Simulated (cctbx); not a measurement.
# Reading a Patterson map

Space group R-3 (no. 148), a = 13.5310 Å, b = 13.5310 Å, c = 5.7910 Å, α = 90.00°, β = 90.00°, γ = 120.00°, content Ir3 Sm18 Pd21.

Simulated single-crystal data (cctbx): Mo Kα, λ = 0.71073 Å, to d = 0.7 Å, 50 % of the full sphere, strongest reflection 5000 counts, noise from counting, a 6 % proportional error and a noise floor of 2 counts (s.d.); no absorption, some extinction.

Patterson synthesis from sharpened amplitudes, origin scaled to 1000:

```text
Patterson group R -3 :H
      u       v       w   height  length (A)
  0.000   0.000   0.000   1000.0     0.00
  0.043   0.208   0.738    233.2     2.99
  0.045   0.456   0.343    195.7     6.21
  0.043   0.209   0.526    174.7     3.78
  0.051   0.441   0.898    147.1     5.69
  0.000   0.000   0.500    142.1     2.90
  0.051   0.221   0.274    137.7     3.14
  0.063   0.217   0.203    136.2     2.86
  0.014   0.072   0.484    127.4     2.94
  0.069   0.515   0.700    115.5     7.28
  0.015   0.781   0.973    112.2     3.08
  0.009   0.232   0.156    110.9     3.21
 -0.001   0.245   0.818     85.9     3.49
  0.051   0.439   0.203     79.6     5.75
```

Q: Assign the vectors.

A peak at u stands for all pairs with xi − xj = u, with weight Σ ZiZj against Σ Z² = 131415 at the origin. Peak heights follow these weights only roughly, since form factors, motion and series ripples differ, all vectors within 0.55 Å of a peak are counted as merged into it though the farther ones add only part of their weight, and F(000) is left out, which lowers the whole map:

| u | v | w | shortest length (Å) | height | 1000 ΣZiZj/ΣZ² | pairs in the cell |
| --- | --- | --- | --- | --- | --- | --- |
| 0.043 | 0.208 | 0.738 | 2.99 | 233 | 218 | 6 × Ir–Sm |
| 0.045 | 0.456 | 0.343 | 3.97 | 196 | 272 | 6 × Sm–Sm, 6 × Pd–Pd |
| 0.043 | 0.209 | 0.526 | 3.77 | 175 | 176 | 6 × Sm–Sm |
| 0.051 | 0.441 | 0.898 | 3.75 | 147 | 162 | 6 × Ir–Pd |
| 0.000 | 0.000 | 0.500 | 2.90 | 142 | 162 | 6 × Ir–Pd |
| 0.051 | 0.221 | 0.274 | 3.14 | 138 | 260 | 12 × Sm–Pd |
| 0.063 | 0.217 | 0.203 | 2.87 | 136 | 260 | 12 × Sm–Pd |
| 0.014 | 0.072 | 0.484 | 2.94 | 127 | 130 | 6 × Sm–Pd |
| 0.069 | 0.515 | 0.700 | 3.11 | 116 | 130 | 6 × Sm–Pd |
| 0.015 | 0.781 | 0.973 | 3.07 | 112 | 130 | 6 × Sm–Pd |

The table stops at ten peaks or at a height of 45, below which ripples compete. In the model behind the data Ir, the heaviest element, has 1 independent site: (0, 0, 1/2), up to an allowed shift of origin. No listed peak is a Ir–Ir vector, so the position follows from the cell content and the cross vectors. The whole model:

```csv
atom,mult.,x,y,z,Ueq (Å²)
Ir1,3,0,0,1/2,0.0027
Sm1,18,0.0429,0.2089,0.2397,0.0029
Pd1,18,0.6108,0.8887,0.9395,0.0029
Pd2,3,0,0,0,0.0026
```

This is a model crystal, built by substitution and not relaxed, with assumed displacement parameters.

[Logs are printed without paths, hosts, clocks, repeated set-up lines and the standing remarks that a program may print on its own settings, such as how far it seeks lower states.]
